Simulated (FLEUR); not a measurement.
## Magnetic state of VOs from several starts

Wanted: the moments of VOs and the energy of each order that was tried.

Program: FLEUR MaX-R8.1. Level of theory: LDA (VWN); all-electron FLAPW, Dirac cores, scalar-relativistic bands. Results are calculated unless marked as measured.

Most raw output is cut from this account.

### Step 1. The starting structure

It takes space group Pm-3m (No. 221, cubic). Conventional cell: a = 3.017 Å, b = 3.017 Å, c = 3.017 Å, α = 90.00°, β = 90.00°, γ = 90.00°. Nearest to V lie 8 Os at 2.61 Å. Os has 8 V at 2.61 Å nearest. Farther neighbours are not listed.

The cell comes from a database of computed structures and need not be the stable phase.

### Step 2. Start 1: ferro ++

The parallel start comes first: it shows whether parallel moments hold.

inpgen writes inp.xml from crystal.txt; cutoffs, mixing, functional, smearing and local orbitals are then set in the file. The k list default-1 (kpts.xml, not shown) is a Γ-centred 10×10×10 mesh; where the ranks do not divide the number of points, some are split in two of half the weight.

inp.xml

```
<?xml version="1.0" encoding="UTF-8" standalone="no"?>
<fleurInput fleurInputVersion="0.39">
   <comment>
      VOs
   </comment>
   <calculationSetup>
      <cutoffs Kmax="3.6" Gmax="10.8" GmaxXC="10.8" numbands="0"/>
      <scfLoop itmax="90" minDistance="0.00002" maxIterBroyd="15" imix="Anderson" alpha="0.05" precondParam="0.5" spinf="2.0" sdNocoIR="T"/>
      <coreElectrons ctail="T" frcor="F" kcrel="0" coretail_lmax="0"/>
      <xcFunctional name="vwn" relativisticCorrections="F"/>
      <magnetism jspins="2"/>
      <soc l_soc="F" theta="0.0" phi="0.0" spav="F"/>
      <expertModes spex="0" secvar="F"/>
      <geometryOptimization l_f="F" forcealpha="1.0" forcemix="BFGS" epsdisp="0.00001" epsforce="0.00001"/>
      <ldaU l_linMix="F" mixParam="0.05" spinf="1.0"/>
   </calculationSetup>
   <cell>
      <bzIntegration valenceElectrons="27.0" mode="hist" fermiSmearingEnergy="0.00293995">
         <kPointListSelection listName="default-1"/>
         <xi:include xmlns:xi="http://www.w3.org/2001/XInclude" href="kpts.xml"> </xi:include>
      </bzIntegration>
      <xi:include xmlns:xi="http://www.w3.org/2001/XInclude" href="sym.xml"> </xi:include>
      <bulkLattice scale="1.0">
         <bravaisMatrix>
            <row-1>    5.7004979198014096     0.0000000000000000     0.0000000000000000</row-1>
            <row-2>    0.0000000000000000     5.7004979198014096     0.0000000000000000</row-2>
            <row-3>    0.0000000000000000     0.0000000000000000     5.7004979198014096</row-3>
         </bravaisMatrix>
      </bulkLattice>
   </cell>
   <atomSpecies>
      <species name="Vanadium (1.501" element="V" atomicNumber="23">
         <mtSphere radius="2.41" gridPoints="797" logIncrement="0.015"/>
         <atomicCutoffs lmax="10" lnonsphr="8"/>
         <electronConfig flipSpins="F">
            <coreConfig>(1s1/2) (2s1/2) (2p1/2) (2p3/2)</coreConfig>
            <valenceConfig>(3s1/2) (3p1/2) (3p3/2) (4s1/2) (3d3/2) (3d5/2)</valenceConfig>
            <stateOccupation state="(3d3/2)" spinUp="0.6" spinDown="0.6"/>
            <stateOccupation state="(3d5/2)" spinUp="1.6505" spinDown="0.1495"/>
         </electronConfig>
         <energyParameters s="4" p="4" d="3" f="4"/>
         <lo type="SCLO" l="0" n="3" eDeriv="0"/>
         <lo type="SCLO" l="1" n="3" eDeriv="0"/>
      </species>
      <species name="Osmium (Os1.000" element="Os" atomicNumber="76">
         <mtSphere radius="2.41" gridPoints="797" logIncrement="0.017"/>
         <atomicCutoffs lmax="10" lnonsphr="8"/>
         <electronConfig flipSpins="F">
            <coreConfig>(1s1/2) (2s1/2) (2p1/2) (2p3/2) (3s1/2) (3p1/2) (3p3/2) (4s1/2) (3d3/2) (3d5/2) (4p1/2) (4p3/2) (5s1/2) (4d3/2) (4d5/2) (4f5/2) (4f7/2)</coreConfig>
            <valenceConfig>(5p1/2) (5p3/2) (6s1/2) (5d3/2) (5d5/2)</valenceConfig>
            <stateOccupation state="(5d3/2)" spinUp="1.2" spinDown="1.2"/>
            <stateOccupation state="(5d5/2)" spinUp="2.3" spinDown="1.3"/>
         </electronConfig>
         <energyParameters s="6" p="6" d="5" f="5"/>
         <lo type="SCLO" l="1" n="5" eDeriv="0"/>
      </species>
   </atomSpecies>
   <atomGroups>
      <atomGroup species="Vanadium (1.501">
         <relPos label="                   1">.0000000000 .0000000000 .0000000000</relPos>
         <force calculate="T" relaxXYZ="TTT"/>
      </atomGroup>
      <atomGroup species="Osmium (Os1.000">
         <relPos label="                   2">1.000/2.000 1.000/2.000 1.000/2.000</relPos>
         <force calculate="T" relaxXYZ="TTT"/>
      </atomGroup>
   </atomGroups>
   <output dos="F" band="F" slice="F">
      <bandDOS minEnergy="-.5*Htr" maxEnergy="0.5*Htr" sigma="0.015" storeEVData="T"/>
      <plotting iplot="0" polar="F">
         <plot TwoD="T" vec1="  1.0  0.0  0.0" vec2="  0.0  1.0  0.0" vec3="  0.0  0.0  1.0" zero="  0.0  0.0  0.0" file="plot"/>
      </plotting>
      <moessbauerParams electricFieldGradient="F" isomerShift="F" coreHyperfine="F" valenceHyperfine="F"/>
   </output>
</fleurInput>
```

crystal.txt

```
VOs
&input film=F cartesian=F /
3.01657359000  0.00000000000  0.00000000000
0.00000000000  3.01657359000  0.00000000000
0.00000000000  0.00000000000  3.01657359000
1.8897261246
1.0 1.0 1.0

2
23 0.00000000000  0.00000000000  0.00000000000 : 1.501
76 0.50000000000  0.50000000000  0.50000000000 : 1.000

&kpt div1=10 div2=10 div3=10 gamma=T /
```

Started as:

```console
> OMP_NUM_THREADS=1 inpgen -f crystal.txt > inpgen.log  # inp.xml is then edited as shown
> OMP_NUM_THREADS=1 mpirun -n 2 fleur_MPI > fleur.log
```

It took 33 s on 2 MPI ranks of Arm Neoverse V2, shared host; peak memory 0.11 GiB.

Read from the output:

| Item | Value |
| --- | --- |
| free energy | -495781.2392 eV |
| program's band gap on this mesh (in a metal only a level spacing) | 0.04541 eV |
| final state | non-magnetic |

After 35 cycles the seed has died away: no moment is left.

### Step 3. Run 2 (antiferro q=(0,0,1/2) +-+-)

Reversing part of the moments tests the sign of the couplings between them.

The cell is doubled to 4 atoms to hold this order. The mesh is halved along the doubled vector, so that both cells sample the same points. The k list default-1 (kpts.xml, not shown) is a Γ-centred 10×10×5 mesh.

inp.xml: that of step 2 with these lines changed.

```diff
@@ -17,3 +17,3 @@
    <cell>
-      <bzIntegration valenceElectrons="27.0" mode="hist" fermiSmearingEnergy="0.00293995">
+      <bzIntegration valenceElectrons="54.0" mode="hist" fermiSmearingEnergy="0.00293995">
          <kPointListSelection listName="default-1"/>
@@ -26,3 +26,3 @@
             <row-2>    0.0000000000000000     5.7004979198014096     0.0000000000000000</row-2>
-            <row-3>    0.0000000000000000     0.0000000000000000     5.7004979198014096</row-3>
+            <row-3>    0.0000000000000000     0.0000000000000000    11.4009958396028193</row-3>
          </bravaisMatrix>
@@ -44,2 +44,15 @@
       </species>
+      <species name="Vanadium (-1.501" element="V" atomicNumber="23">
+         <mtSphere radius="2.41" gridPoints="797" logIncrement="0.015"/>
+         <atomicCutoffs lmax="10" lnonsphr="8"/>
+         <electronConfig flipSpins="F">
+            <coreConfig>(1s1/2) (2s1/2) (2p1/2) (2p3/2)</coreConfig>
+            <valenceConfig>(3s1/2) (3p1/2) (3p3/2) (4s1/2) (3d3/2) (3d5/2)</valenceConfig>
+            <stateOccupation state="(3d3/2)" spinUp="0.6" spinDown="0.6"/>
+            <stateOccupation state="(3d5/2)" spinUp="0.1495" spinDown="1.6505"/>
+         </electronConfig>
+         <energyParameters s="4" p="4" d="3" f="4"/>
+         <lo type="SCLO" l="0" n="3" eDeriv="0"/>
+         <lo type="SCLO" l="1" n="3" eDeriv="0"/>
+      </species>
       <species name="Osmium (Os1.000" element="Os" atomicNumber="76">
@@ -56,2 +69,14 @@
       </species>
+      <species name="Osmium (Os-1.000" element="Os" atomicNumber="76">
+         <mtSphere radius="2.41" gridPoints="797" logIncrement="0.017"/>
+         <atomicCutoffs lmax="10" lnonsphr="8"/>
+         <electronConfig flipSpins="F">
+            <coreConfig>(1s1/2) (2s1/2) (2p1/2) (2p3/2) (3s1/2) (3p1/2) (3p3/2) (4s1/2) (3d3/2) (3d5/2) (4p1/2) (4p3/2) (5s1/2) (4d3/2) (4d5/2) (4f5/2) (4f7/2)</coreConfig>
+            <valenceConfig>(5p1/2) (5p3/2) (6s1/2) (5d3/2) (5d5/2)</valenceConfig>
+            <stateOccupation state="(5d3/2)" spinUp="1.2" spinDown="1.2"/>
+            <stateOccupation state="(5d5/2)" spinUp="1.3" spinDown="2.3"/>
+         </electronConfig>
+         <energyParameters s="6" p="6" d="5" f="5"/>
+         <lo type="SCLO" l="1" n="5" eDeriv="0"/>
+      </species>
    </atomSpecies>
@@ -62,4 +87,12 @@
       </atomGroup>
+      <atomGroup species="Vanadium (-1.501">
+         <relPos label="                   2">.0000000000 .0000000000 1.000/2.000</relPos>
+         <force calculate="T" relaxXYZ="TTT"/>
+      </atomGroup>
       <atomGroup species="Osmium (Os1.000">
-         <relPos label="                   2">1.000/2.000 1.000/2.000 1.000/2.000</relPos>
+         <relPos label="                   3">1.000/2.000 1.000/2.000 1.000/4.000</relPos>
+         <force calculate="T" relaxXYZ="TTT"/>
+      </atomGroup>
+      <atomGroup species="Osmium (Os-1.000">
+         <relPos label="                   4">1.000/2.000 1.000/2.000 -1.000/4.000</relPos>
          <force calculate="T" relaxXYZ="TTT"/>
```

crystal.txt

```
VOs
&input film=F cartesian=F /
3.01657359000  0.00000000000  0.00000000000
0.00000000000  3.01657359000  0.00000000000
0.00000000000  0.00000000000  6.03314718000
1.8897261246
1.0 1.0 1.0

4
23 0.00000000000  0.00000000000  0.00000000000 : 1.501
23 0.00000000000  0.00000000000  0.50000000000 : -1.501
76 0.50000000000  0.50000000000  0.25000000000 : 1.000
76 0.50000000000  0.50000000000  0.75000000000 : -1.000

&kpt div1=10 div2=10 div3=5 gamma=T /
```

It took 3.3 min on 2 MPI ranks; peak memory 0.23 GiB; 6.5 min of CPU time.

The spin moment in the muffin-tin sphere vanishes on all atoms.

Read from the output:

```
free energy                                                       : -991562.4784 eV
program's band gap on this mesh (in a metal only a level spacing) : 0.04542 eV
final state                                                       : non-magnetic
```

It ends in the same state without moments as the first start; the 2.1e-6 meV a seeded atom between them is numerical noise.

### Step 4. Start 3: antiferro q=(1/2,1/2,1/2) +-+-

An opposed order shows whether neighbours prefer unlike signs.

The cell is doubled to 4 atoms to hold this order. The mesh is halved along the doubled vector, so that both cells sample the same points. The k list default-1 (kpts.xml, not shown) is a Γ-centred 5×10×10 mesh.

inp.xml: that of step 3 with these lines changed.

```diff
@@ -24,5 +24,5 @@
          <bravaisMatrix>
-            <row-1>    5.7004979198014096     0.0000000000000000     0.0000000000000000</row-1>
-            <row-2>    0.0000000000000000     5.7004979198014096     0.0000000000000000</row-2>
-            <row-3>    0.0000000000000000     0.0000000000000000    11.4009958396028193</row-3>
+            <row-1>   11.4009958396028193     0.0000000000000000     0.0000000000000000</row-1>
+            <row-2>    5.7004979198014096     5.7004979198014096     0.0000000000000000</row-2>
+            <row-3>    5.7004979198014096     0.0000000000000000     5.7004979198014096</row-3>
          </bravaisMatrix>
@@ -88,3 +88,3 @@
       <atomGroup species="Vanadium (-1.501">
-         <relPos label="                   2">.0000000000 .0000000000 1.000/2.000</relPos>
+         <relPos label="                   2">1.000/2.000 .0000000000 .0000000000</relPos>
          <force calculate="T" relaxXYZ="TTT"/>
@@ -92,3 +92,3 @@
       <atomGroup species="Osmium (Os1.000">
-         <relPos label="                   3">1.000/2.000 1.000/2.000 1.000/4.000</relPos>
+         <relPos label="                   3">-1.000/4.000 1.000/2.000 1.000/2.000</relPos>
          <force calculate="T" relaxXYZ="TTT"/>
@@ -96,3 +96,3 @@
       <atomGroup species="Osmium (Os-1.000">
-         <relPos label="                   4">1.000/2.000 1.000/2.000 -1.000/4.000</relPos>
+         <relPos label="                   4">1.000/4.000 1.000/2.000 1.000/2.000</relPos>
          <force calculate="T" relaxXYZ="TTT"/>
```

crystal.txt

```
VOs
&input film=F cartesian=F /
6.03314718000  0.00000000000  0.00000000000
3.01657359000  3.01657359000  0.00000000000
3.01657359000  0.00000000000  3.01657359000
1.8897261246
1.0 1.0 1.0

4
23 0.00000000000  0.00000000000  0.00000000000 : 1.501
23 0.50000000000  0.00000000000  0.00000000000 : -1.501
76 0.75000000000  0.50000000000  0.50000000000 : 1.000
76 0.25000000000  0.50000000000  0.50000000000 : -1.000

&kpt div1=5 div2=10 div3=10 gamma=T /
```

Wall time 3.4 min (2 MPI ranks); peak memory 0.22 GiB; 6.7 min of CPU time.

The spin moment in the muffin-tin sphere vanishes on all atoms.

Numbers from this step:

```yaml
free_energy: -991562.4784 eV
program_s_band_gap_on_this_mesh_in_a_metal_only_a_level_spacing: 0 eV
final_state: non-magnetic
```

It ends in the same state without moments as the first start; the 1.0e-4 meV a seeded atom between them is numerical noise.

### Step 5. Order 4, typed as antiferro q=(0,1/2,1/2) +-+-

This order needs a doubled cell of 4 atoms. The mesh is halved along the doubled vector, so that both cells sample the same points. The k list default-1 (kpts.xml, not shown) is a Γ-centred 10×5×10 mesh.

inp.xml: that of step 4 with these lines changed.

```diff
@@ -24,5 +24,5 @@
          <bravaisMatrix>
-            <row-1>   11.4009958396028193     0.0000000000000000     0.0000000000000000</row-1>
-            <row-2>    5.7004979198014096     5.7004979198014096     0.0000000000000000</row-2>
-            <row-3>    5.7004979198014096     0.0000000000000000     5.7004979198014096</row-3>
+            <row-1>    5.7004979198014096     0.0000000000000000     0.0000000000000000</row-1>
+            <row-2>    0.0000000000000000    11.4009958396028193     0.0000000000000000</row-2>
+            <row-3>    0.0000000000000000     5.7004979198014096     5.7004979198014096</row-3>
          </bravaisMatrix>
@@ -88,3 +88,3 @@
       <atomGroup species="Vanadium (-1.501">
-         <relPos label="                   2">1.000/2.000 .0000000000 .0000000000</relPos>
+         <relPos label="                   2">.0000000000 1.000/2.000 .0000000000</relPos>
          <force calculate="T" relaxXYZ="TTT"/>
@@ -92,3 +92,3 @@
       <atomGroup species="Osmium (Os1.000">
-         <relPos label="                   3">-1.000/4.000 1.000/2.000 1.000/2.000</relPos>
+         <relPos label="                   3">1.000/2.000 .0000000000 1.000/2.000</relPos>
          <force calculate="T" relaxXYZ="TTT"/>
@@ -96,3 +96,3 @@
       <atomGroup species="Osmium (Os-1.000">
-         <relPos label="                   4">1.000/4.000 1.000/2.000 1.000/2.000</relPos>
+         <relPos label="                   4">1.000/2.000 1.000/2.000 1.000/2.000</relPos>
          <force calculate="T" relaxXYZ="TTT"/>
```

crystal.txt

```
VOs
&input film=F cartesian=F /
3.01657359000  0.00000000000  0.00000000000
0.00000000000  6.03314718000  0.00000000000
0.00000000000  3.01657359000  3.01657359000
1.8897261246
1.0 1.0 1.0

4
23 0.00000000000  0.00000000000  0.00000000000 : 1.501
23 0.00000000000  0.50000000000  0.00000000000 : -1.501
76 0.50000000000  0.00000000000  0.50000000000 : 1.000
76 0.50000000000  0.50000000000  0.50000000000 : -1.000

&kpt div1=10 div2=5 div3=10 gamma=T /
```

Run time: 6.8 min. Hardware: 2 MPI ranks; peak memory 0.28 GiB; 14 min of CPU time.

Numbers from this step:

| Quantity | Value |
| --- | --- |
| free energy | -991562.4784 eV |
| program's band gap on this mesh (in a metal only a level spacing) | 0 eV |
| final state | non-magnetic |

It ends in the same state without moments as the first start; the 9.2e-5 meV a seeded atom between them is numerical noise.

[end of part 1 of 2]

[Logs and program files are shortened in this print: banners, set-up blocks, solver, clock and traceback lines can be left out without a mark of their own.]

[Logs are printed without paths, hosts, clocks, repeated set-up lines and the standing remarks that a program may print on its own settings, such as how far it seeks lower states.]

[Hosts, paths, dates, database ids (printed as entryN), source tags and the programs' standing remarks are cut or masked in the printed files.]

[Where a cell is said to come from a database of computed structures, the database is the Materials Project.]
